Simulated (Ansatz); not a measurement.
# What SrLiH3 (model cell, started as cubic perovskite with Sr in the octahedra) distorts into, part 2 of 3

Aim: this structure of SrLiH3 (model cell, started as cubic perovskite with Sr in the octahedra) is to be tested for unstable modes, and one is followed downhill.

Ansatz 0.2.0; DFT PBEsol, scalar-relativistic, plane waves, PAW; PAW set soft_1.

So far, highest frequency on path, mesh or solved points (cm⁻¹): step 2 (response at finite wavevector) 1389. Also lowest frequency on the path (cm⁻¹): step 2 -560.

The structure was built from a prototype and need not be the compound's stable phase.

**4. The mode frozen in, largest atomic shift 0.6 Å**

The atoms are moved along the unstable eigenvector, the largest shift by 0.6 Å, with the cell fixed.

input.yaml

```yaml
crystal:
  lattice:
    - [4.5923518809, 4.5923518809, 0.0]
    - [4.5923518809, 0.0, 4.5923518809]
    - [4.5923518809, 0.0, -4.5923518809]
  atoms:
    - { symbol: Li, position: [0.0, 0.0, 0.0] }
    - { symbol: Li, position: [0.0, 0.5, 0.5] }
    - { symbol: Sr, position: [0.5, 0.25, 0.75] }
    - { symbol: Sr, position: [0.5, 0.75, 0.25] }
    - { symbol: H, position: [0.4076150783, 0.0, 0.0] }
    - { symbol: H, position: [0.5923849217, 0.5, 0.5] }
    - { symbol: H, position: [0.0, 0.5923849217, 0.0] }
    - { symbol: H, position: [0.0, -0.0923849217, 0.5] }
    - { symbol: H, position: [0.4076150783, 0.0923849217, 0.5] }
    - { symbol: H, position: [0.5923849217, 0.4076150783, 0.0] }
kpoints:
  mp_grid: { grid: [6, 6, 6] }
hamiltonian:
  xc: pbesol
  pseudopotentials: { kind: paw, azcp: { folder: soft_1 }, xc_functional: pbe }
scf:
  occupations: { method: gaussian, width: 0.02 }
output:
  forces: true
  stress: true
  eigenvalues: true
```

The run is started by

```bash
$ ansatz run input.yaml --threads 8 --pin off --max-ram 16384MiB --backend cpu --events-out ev --progress --plain --runs-dir out
```

The program printed:

```text
[...]
Crystal: 10 atoms, lattice volume = 193.703 Å³
Basis set: ecut = 420 eV, 3767 PW (Γ), exchange–correlation on 90×90×90 points (8 copies of the dense FFT grid, shifted against one another)
Bands: 26, of which v1, the nominal top of the filled ones, is band 16 counted from 1 (15 counted from 0)
Symmetry: 12 space group operations
[...]
k-points: 32 of 216
[...]
k-point 0: bands = [... 12 lower, -0.4669, 0.5767, 0.5767, 0.7039, 3.0359, 3.3124, 3.3124, 5.2309, ... 4 higher]
  k-point 1: bands = [... 12 lower, -0.4148, 0.2954, 0.4741, 0.4741, 3.2401, 3.4863, 3.4863, 5.3647, ... 4 higher]
  k-point 2: bands = [... 12 lower, -0.2647, -0.2647, 0.2337, 0.2337, 3.5629, 3.9507, 3.9507, 4.5547, ... 4 higher]
  k-point 31: bands = [... 12 lower, -0.3197, -0.3197, 0.1145, 0.1145, 3.6609, 3.6609, 4.7160, 4.7160, ... 4 higher]
[key lines of the parts left out:]
SCF converged after 7 iterations
Free energy (F): -7485.697836 eV
Fermi energy:    1.760602 eV
P = ⅓ Tr σ = -1.8439 GPa (-18.439 kbar)
```

Wall time 1.4 s (8 threads of Intel Xeon at 2.60GHz (Ice Lake), shared host); peak memory 0.7 GiB.

This step gave:

| Item | Value |
| --- | --- |
| pressure | -1.844 GPa |
| gap on the k-mesh | 2.114 eV |
| energy from the undistorted cell | -102.6 meV/atom |

The energy, extrapolated to zero smearing, is -102.56 meV/atom against the undistorted cell.

The run ends at a pressure of -1.84 GPa, with forces up to 0.46 eV/Å.

**5. Energy along the mode, all amplitudes (two of the runs are shown above)**

An imaginary frequency means negative curvature, so the energy should fall and then rise again as anharmonic terms take over.

This step gave:

```
depth at the lowest point sampled  : 102.6 meV/atom
largest atomic shift at that point : 0.6 Å
```

The energy from the parent by largest atomic shift:

| largest atomic shift (Å) | energy from the parent (meV/atom) |
| --- | --- |
| 0.000 | 0 |
| 0.040 | -0.557 |
| 0.080 | -2.22 |
| 0.140 | -6.75 |
| 0.220 | -16.4 |
| 0.320 | -33.6 |
| 0.450 | -62.9 |
| 0.600 | -103 |

Displacement at unit largest shift by atom:

| atom | x (Å) | y (Å) | z (Å) | size |
| --- | --- | --- | --- | --- |
| Li1 | 0.000 | 0.000 | 0.000 | 0.000 |
| Li2 | 0.000 | 0.000 | 0.000 | 0.000 |
| Sr3 | 0.000 | 0.000 | 0.000 | 0.000 |
| Sr4 | 0.000 | 0.000 | 0.000 | 0.000 |
| H5 | -0.707 | -0.707 | 0.000 | 1.000 |
| H6 | 0.707 | 0.707 | 0.000 | 1.000 |
| H7 | 0.707 | 0.000 | 0.707 | 1.000 |
| H8 | -0.707 | 0.000 | -0.707 | 1.000 |
| H9 | 0.000 | -0.707 | 0.707 | 1.000 |
| H10 | 0.000 | 0.707 | -0.707 | 1.000 |

The energy still falls at the last step, so the rise lies beyond the steps tried.

**6. Relaxing from the distorted cell**

Starting from the lowest point found, all atoms and the cell are let go, so that strain and other modes of the same symmetry can join in.

input.yaml, as its differences from that of step 4:

```diff
@@ -22,3 +22,3 @@
 scf:
-  occupations: { method: gaussian, width: 0.02 }
+  occupations: { method: fixed }
 output:
@@ -27 +27,6 @@
   eigenvalues: true
+relax:
+  adjacent_minimum: "off"
+  f_tol: 0.002
+  max_steps: 120
+  cell: { stress_tol: 0.03 }
```

The program printed:

```text
[...]
Crystal: 10 atoms, lattice volume = 193.703 Å³
Basis set: ecut = 420 eV, 3767 PW (Γ), exchange–correlation on 90×90×90 points (8 copies of the dense FFT grid, shifted against one another)
Bands: 26, of which v1, the nominal top of the filled ones, is band 16 counted from 1 (15 counted from 0)
Symmetry: 12 space group operations
[...]
k-points: 32 of 216
[...]
SCF iter   1: F=—  HF=-7487.804724 eV  |F-HF|=—  |Δ(HF+E_count)|=         —  Δρ=4.77e-2  dr2=6.34e0  ethr=3.10e-3  ⟨swp⟩=5.9  Hψ=3920  notcnv=0  defer=222
[...]
SCF iter   7: F=-7485.697836 eV  HF=-7485.697836 eV  |F-HF|=5.59e-9  |Δ(HF+E_count)|=   3.94e-7  Δρ=3.46e-6  dr2=1.82e-8  ethr=3.13e-10  ⟨swp⟩=19.5  Hψ=7982  notcnv=0
SCF 1 converged in 7 iterations: F = -7485.697836 eV  dr2 = 1.82e-8
[...]
relax step   1: F+E_penalty+E_count = -7485.69783582 eV  Δ(F+E_penalty+E_count) = +0.000e0 eV  max|allowed force component| = 3.240e-1 eV/Å  Δτ_max = 0.0000 Å  P = -1.844 GPa  Ω = 193.703 Å³  (7 SCF iters, dr2 threshold 1.00e-7 eV, accepted)
Crystal: 10 atoms, lattice volume = 182.882 Å³
Basis set: ecut = 420 eV, 3569 PW (Γ), exchange–correlation on 90×90×90 points (8 copies of the dense FFT grid, shifted against one another)
[...]
iter 1 solved again at ethr=1.10e-3 eV; its pass at ethr=3.10e-3 eV (dr2=3.50e-1 eV) is discarded
[...]
SCF iter   5: F=-7486.440773 eV  HF=-7486.440772 eV  |F-HF|=5.24e-7  |Δ(HF+E_count)|=   1.49e-5  Δρ=1.80e-5  dr2=6.48e-7  ethr=3.12e-9  ⟨swp⟩=15.3  Hψ=7569  notcnv=0
SCF 2 converged in 5 iterations: F = -7486.440773 eV  dr2 = 6.48e-7
relax step   2: F+E_penalty+E_count = -7486.44077274 eV  Δ(F+E_penalty+E_count) = -7.429e-1 eV  max|allowed force component| = 3.658e-1 eV/Å  Δτ_max = 0.1964 Å  P = -1.827 GPa  Ω = 182.882 Å³  energy of the carried Pulay correction = +2.837e-3 eV  (5 SCF iters, dr2 threshold 1.00e-6 eV, accepted)
Crystal: 10 atoms, lattice volume = 170.640 Å³
Basis set: ecut = 420 eV, 3335 PW (Γ), exchange–correlation on 90×90×90 points (8 copies of the dense FFT grid, shifted against one another)
[...]
SCF iter   5: F=-7487.208770 eV  HF=-7487.208770 eV  |F-HF|=3.49e-7  |Δ(HF+E_count)|=   3.04e-5  Δρ=2.27e-5  dr2=7.45e-7  ethr=3.12e-9  ⟨swp⟩=14.8  Hψ=7495  notcnv=0
SCF 3 converged in 5 iterations: F = -7487.208770 eV  dr2 = 7.45e-7
relax step   3: F+E_penalty+E_count = -7487.20877049 eV  Δ(F+E_penalty+E_count) = -7.680e-1 eV  max|allowed force component| = 3.288e-1 eV/Å  Δτ_max = 0.1918 Å  P = -1.378 GPa  Ω = 170.640 Å³  energy of the carried Pulay correction = +6.251e-3 eV  (5 SCF iters, dr2 threshold 1.00e-6 eV, accepted)
[...]
relax step   4: F+E_penalty+E_count = -7487.72449474 eV  Δ(F+E_penalty+E_count) = -5.157e-1 eV  max|allowed force component| = 1.005e-1 eV/Å  Δτ_max = 0.1943 Å  P = -0.529 GPa  Ω = 160.427 Å³  energy of the carried Pulay correction = +9.280e-3 eV  (5 SCF iters, dr2 threshold 1.00e-6 eV, accepted)
[...]
relax step   5: F+E_penalty+E_count = -7487.75215940 eV  Δ(F+E_penalty+E_count) = -2.766e-2 eV  max|allowed force component| = 9.278e-2 eV/Å  Δτ_max = 0.0713 Å  P = +1.325 GPa  Ω = 152.068 Å³  energy of the carried Pulay correction = +1.189e-2 eV  (6 SCF iters, dr2 threshold 1.00e-6 eV, accepted)
[...]
relax step   6: F+E_penalty+E_count = -7487.78181217 eV  Δ(F+E_penalty+E_count) = -2.965e-2 eV  max|allowed force component| = 2.664e-2 eV/Å  Δτ_max = 0.0347 Å  P = +0.730 GPa  Ω = 155.855 Å³  energy of the carried Pulay correction = +1.069e-2 eV  (5 SCF iters, dr2 threshold 1.00e-6 eV, accepted)
[...]
relax step   7: F+E_penalty+E_count = -7487.77896291 eV  Δ(F+E_penalty+E_count) = +2.849e-3 eV  max|allowed force component| = 6.553e-2 eV/Å  Δτ_max = 0.0172 Å  P = -0.559 GPa  Ω = 162.725 Å³  energy of the carried Pulay correction = +8.583e-3 eV  (5 SCF iters, dr2 threshold 1.00e-6 eV, rejected (line search))
[...]
relax step   8: F+E_penalty+E_count = -7487.79163737 eV  Δ(F+E_penalty+E_count) = -9.825e-3 eV  max|allowed force component| = 3.334e-3 eV/Å  Δτ_max = 0.0085 Å  P = +0.145 GPa  Ω = 158.849 Å³  energy of the carried Pulay correction = +9.764e-3 eV  (8 SCF iters, accepted)
[...]
relax step   9: F+E_penalty+E_count = -7487.79201116 eV  Δ(F+E_penalty+E_count) = -3.738e-4 eV  max|allowed force component| = 2.862e-5 eV/Å  Δτ_max = 0.0003 Å  P = +0.004 GPa  Ω = 159.519 Å³  energy of the carried Pulay correction = +9.558e-3 eV  (4 SCF iters, dr2 threshold 9.33e-8 eV, accepted)
Basis set: ecut = 420 eV, 3121 PW (Γ), exchange–correlation on 80×80×90 points (8 copies of the dense FFT grid, shifted against one another)
[...]
SCF iter   6: F=-7487.789101 eV  HF=-7487.789101 eV  |F-HF|=3.64e-12  |Δ(HF+E_count)|=  3.09e-11  Δρ=1.01e-7  dr2=1.79e-11  ethr=1.00e-12  ⟨swp⟩=17.8  Hψ=6916  notcnv=0
SCF 10 converged in 6 iterations: F = -7487.789101 eV  dr2 = 1.79e-11
relax step  10: F+E_penalty+E_count = -7487.78910109 eV  Δ(F+E_penalty+E_count) = +2.910e-3 eV  max|allowed force component| = 2.138e-4 eV/Å  Δτ_max = 0.0000 Å  P = -0.018 GPa  Ω = 159.519 Å³  stress off target by 2.95e-2 GPa  SCF on the basis re-selected at this cell (its energy is not comparable with the rows above)  (6 SCF iters)
basis re-selected at this cell: Δ(F+E_penalty+E_count) = +2.910e-3 eV, ΔP = -0.022 GPa vs the last step (what re-selecting the basis moved, of the pressure what is left beyond the Pulay correction that the steps carried, after the strain that the cell walked since its last selection, with what the two solves' SCF thresholds leave and, on support functions, any second-order correction that the steps lacked; it is no measure of the basis error at this ecutwfc). The dense FFT grid was sized anew with the basis: this SCF ran on 40×40×45 points, the steps before it on 45×45×45, so part of this shift can come from that change (see relax.cell in the input reference). [rest of the remark cut]
SCF converged after 6 iterations
Free energy (F): -7487.789101 eV
[...]
Internal energy: -7487.789101 eV  (E = F + TS)
E sigma→0 (E₀):  -7487.789101 eV
Fermi energy:    1.536252 eV
[...]
--- Forces (eV/Å), atoms counted from 1 ---
  atom   1  Li    -0.00000000    -0.00000000     0.00000000
  atom   2  Li     0.00000000     0.00000000    -0.00000000
  atom   3  Sr    -0.00000000     0.00000000     0.00000000
  atom   4  Sr     0.00000000     0.00000000    -0.00000000
  atom   5  H     -0.00021379    -0.00021379    -0.00000000
  atom   6  H      0.00021379     0.00021379     0.00000000
  atom   7  H      0.00021379     0.00000000     0.00021379
  atom   8  H     -0.00021379     0.00000000    -0.00021379
  atom   9  H      0.00000000    -0.00021379     0.00021379
  atom  10  H     -0.00000000     0.00021379    -0.00021379
  max |Σ_I F_I| component: 1.17e-18 eV/Å
--- Stress (GPa, compression-positive) ---
       -0.017518      -0.011935      -0.011935
       -0.011935      -0.017518       0.011935
       -0.011935       0.011935      -0.017518
  P = ⅓ Tr σ = -0.0175 GPa (-0.175 kbar)
--- Band table (eV; the first three rows and the last of 32) ---
  k-point 0: bands = [... 12 lower, 0.0532, 0.9050, 1.5363, 1.5363, 3.5234, 4.6890, 4.6890, 7.5298, ... 6 higher]
  k-point 1: bands = [... 12 lower, 0.1329, 0.5281, 1.4045, 1.4045, 3.9747, 4.8303, 4.8303, 7.0568, ... 6 higher]
  k-point 2: bands = [... 12 lower, 0.3602, 0.3602, 1.0813, 1.0813, 4.9213, 5.2066, 5.2066, 6.3871, ... 6 higher]
  k-point 31: bands = [... 12 lower, 0.0493, 0.0493, 0.7604, 0.7604, 5.2253, 5.2253, 5.7203, 5.7203, ... 6 higher]
--- Relaxed structure (9 steps of the walk, 8 accepted, 1 SCFs on fresh bases) ---
  F+E_penalty+E_count = -7487.78910109 eV   max|allowed force component| = 2.138e-4 eV/Å   (the final SCF, on the basis selected at the relaxed cell)
  cell:  # Å, volume = 159.5192 Å³
    - [4.037379, 4.037379, 0.0]
    - [4.037379, 0.0, 4.037379]
    - [4.607858, -0.570479, -4.607858]
  atoms:
    - { symbol: Li, position: [0, 1.983145e-19, 0] }
    - { symbol: Li, position: [5.204170e-18, 0.5, 0.5] }
    - { symbol: Sr, position: [0.5, 0.250000, 0.750000] }
    - { symbol: Sr, position: [0.5, 0.75, 0.250000] }
    - { symbol: H, position: [0.313638, 4.069030e-18, -3.172489e-18] }
    - { symbol: H, position: [0.686362, 0.5, 0.5] }
    - { symbol: H, position: [-6.938894e-18, 0.686362, 0.0] }
    - { symbol: H, position: [6.938894e-18, -0.186362, 0.500000] }
    - { symbol: H, position: [0.313638, 0.186362, 0.500000] }
    - { symbol: H, position: [0.686362, 0.313638, 8.326673e-17] }
```

Wall time 13 s (8 threads); peak memory 0.75 GiB; 84 s of CPU time.

Relaxation path:

| step | energy less that of the first step (eV) | largest force component (eV/Å) | pressure (GPa) | volume (Å³) |
| --- | --- | --- | --- | --- |
| 1 | 0.0000 | 0.3240 | -1.84 | 193.70 |
| 2 | -0.7429 | 0.3658 | -1.83 | 182.88 |
| 3 | -1.5109 | 0.3288 | -1.38 | 170.64 |
| 4 | -2.0267 | 0.1005 | -0.53 | 160.43 |
| 5 | -2.0543 | 0.0928 | 1.32 | 152.07 |
| 6 | -2.0840 | 0.0266 | 0.73 | 155.86 |
| 7 | -2.0811 | 0.0655 | -0.56 | 162.72 |
| 8 | -2.0938 | 0.0033 | 0.15 | 158.85 |
| 9 | -2.0942 | 0.0000 | 0.00 | 159.52 |
| 10* | -2.0913 | 0.0002 | -0.02 | 159.52 |

Relaxation steps marked * repeat the geometry before them on a plane-wave basis chosen anew for their cell, so energy and pressure can jump there. Relaxation step 7 was tried and not accepted.

The run keeps the 12 symmetry operations that the program found, so distortions that break them were not tested.

| cell as run | before | after | change |
| --- | --- | --- | --- |
| a (Å) | 6.495 | 5.710 | -12.1 % |
| b (Å) | 6.495 | 5.710 | -12.1 % |
| c (Å) | 6.495 | 6.541 | +0.7 % |
| β (°) | 60.00 | 64.12 | +6.9 % |
| volume (Å³/atom) | 19.37 | 15.95 | -17.6 % |

The atoms that moved most (Å, as changes of fractional coordinates times the final cell):

| atom | dx | dy | dz | length |
| --- | --- | --- | --- | --- |
| H6 | 0.379 | 0.379 | 0.000 | 0.537 |
| H7 | 0.379 | 0.000 | 0.379 | 0.537 |
| H9 | 0.000 | -0.379 | 0.379 | 0.537 |
| H8 | -0.379 | 0.000 | -0.379 | 0.537 |
| H5 | -0.379 | -0.379 | 0.000 | 0.537 |
| H10 | 0.000 | 0.379 | -0.379 | 0.537 |

This step gave:

```yaml
pressure: -0.01752 GPa
gap_on_the_k_mesh: 1.987 eV
volume_per_atom: 15.95 Å³
```

The distorted start has space group R-3c; the relaxation ends in R-3c.

**7. The new phase in its own primitive cell**

The relaxed structure is symmetrised, reduced to its primitive cell and relaxed tightly, as its phonons need.

input.yaml, the sections that differ from step 6:

```yaml
crystal:
  lattice:
    - [2.8548577491, 1.6482528899, 5.6500625896]
    - [-2.8548577491, 1.6482528899, 5.6500625896]
    - [0.0, -3.2965057799, 5.6500625896]
  atoms:
    - { symbol: Li, position: [0.75, 0.75, 0.75] }
    - { symbol: Li, position: [0.25, 0.25, 0.25] }
    - { symbol: Sr, position: [0.5, 0.5, 0.5] }
    - { symbol: Sr, position: [0.0, 0.0, 0.0] }
    - { symbol: H, position: [0.0636378365, 0.75, 0.4363621635] }
    - { symbol: H, position: [0.9363621635, 0.25, 0.5636378365] }
    - { symbol: H, position: [0.4363621635, 0.0636378365, 0.75] }
    - { symbol: H, position: [0.5636378365, 0.9363621635, 0.25] }
    - { symbol: H, position: [0.25, 0.5636378365, 0.9363621635] }
    - { symbol: H, position: [0.75, 0.4363621635, 0.0636378365] }
relax:
  adjacent_minimum: "off"
  f_tol: 0.001
  max_steps: 60
  cell: { stress_tol: 0.01 }
# kpoints, hamiltonian, scf, output: as in step 6
```

The program printed:

```text
[...]
Crystal: 10 atoms, lattice volume = 159.519 Å³
Basis set: ecut = 420 eV, 3121 PW (Γ), exchange–correlation on 90×90×90 points (8 copies of the dense FFT grid, shifted against one another)
Bands: 26, of which v1, the nominal top of the filled ones, is band 16 counted from 1 (15 counted from 0)
Symmetry: 12 space group operations
[...]
k-points: 32 of 216
[...]
- { symbol: Li, position: [0.25, 0.25, 0.250000] }
    - { symbol: Sr, position: [0.5, 0.5, 0.500000] }
    - { symbol: Sr, position: [0, 0, 0] }
    - { symbol: H, position: [0.063676, 0.750000, 0.436324] }
    - { symbol: H, position: [0.936324, 0.25, 0.563676] }
    - { symbol: H, position: [0.436324, 0.063676, 0.75] }
    - { symbol: H, position: [0.563676, 0.936324, 0.250000] }
    - { symbol: H, position: [0.250000, 0.563676, 0.936324] }
    - { symbol: H, position: [0.750000, 0.436324, 0.063676] }
[key lines of the parts left out:]
SCF converged after 5 iterations
Free energy (F): -7487.789128 eV
Fermi energy:    1.539208 eV
P = ⅓ Tr σ = 0.0028 GPa (0.028 kbar)
```

Elapsed: 5.2 s, on 8 threads; peak memory 0.69 GiB; 33 s of CPU time.

The steps of the relaxation:

| step | energy less that of the first step (eV) | largest force component (eV/Å) | pressure (GPa) | volume (Å³) |
| --- | --- | --- | --- | --- |
| 1 | 0.0000 | 0.0003 | -0.02 | 159.52 |
| 2 | -0.0001 | 0.0029 | 0.02 | 159.36 |
| 3 | -0.0001 | 0.0032 | 0.01 | 159.38 |
| 4 | 0.0000 | 0.0002 | 0.00 | 159.44 |
| 5* | 0.0000 | 0.0002 | 0.00 | 159.44 |

Relaxation steps marked * repeat the geometry before them on a plane-wave basis chosen anew for their cell, so energy and pressure can jump there.

Forces are held to the 12 operations that the program found; a distortion that breaks them can't arise in this run.

| conventional cell, symmetrised | before | after | change |
| --- | --- | --- | --- |
| a (Å) | 5.710 | 5.706 | -0.1 % |
| b (Å) | 5.710 | 5.706 | -0.1 % |
| c (Å) | 16.950 | 16.965 | +0.1 % |
| volume (Å³/atom) | 15.95 | 15.94 | -0.0 % |

The relaxed structure:

```cif
data_structure
_symmetry_space_group_name_H-M 'P 1'
_symmetry_Int_Tables_number 1
_cell_length_a 6.5445
_cell_length_b 6.5445
_cell_length_c 6.5445
_cell_angle_alpha 51.689
_cell_angle_beta 51.689
_cell_angle_gamma 51.689
_cell_volume 159.44
loop_
_atom_site_label
_atom_site_type_symbol
_atom_site_fract_x
_atom_site_fract_y
_atom_site_fract_z
_atom_site_occupancy
Li1 Li 0.75000 0.75000 0.75000 1
Li2 Li 0.25000 0.25000 0.25000 1
Sr3 Sr 0.50000 0.50000 0.50000 1
Sr4 Sr 0.00000 0.00000 0.00000 1
H5 H 0.06368 0.75000 0.43632 1
H6 H 0.93632 0.25000 0.56368 1
H7 H 0.43632 0.06368 0.75000 1
H8 H 0.56368 0.93632 0.25000 1
H9 H 0.25000 0.56368 0.93632 1
H10 H 0.75000 0.43632 0.06368 1
```

Numbers from this step:

- pressure: 0.002833 GPa
- gap on the k-mesh: 1.983 eV
- volume per atom: 15.94 Å³
- direct gap on mesh: 1.983 eV

The largest force component left is 0.19 meV/Å and the pressure is 0.003 GPa, within the tolerances set. The cell now holds 15.94 Å³/atom.

(Part 2 of 3 ends here.)

[Long decimals in the printed logs are rounded to 6 places.]

[Logs are printed without paths, hosts, clocks, repeated set-up lines and the standing remarks that a program may print on its own settings, such as how far it seeks lower states.]

[Hosts, paths, dates, database ids (printed as entryN), source tags and the programs' standing remarks are cut or masked in the printed files.]

[Where the starting crystal was built by hand or by swapping elements, it need not be the compound's stable phase.]
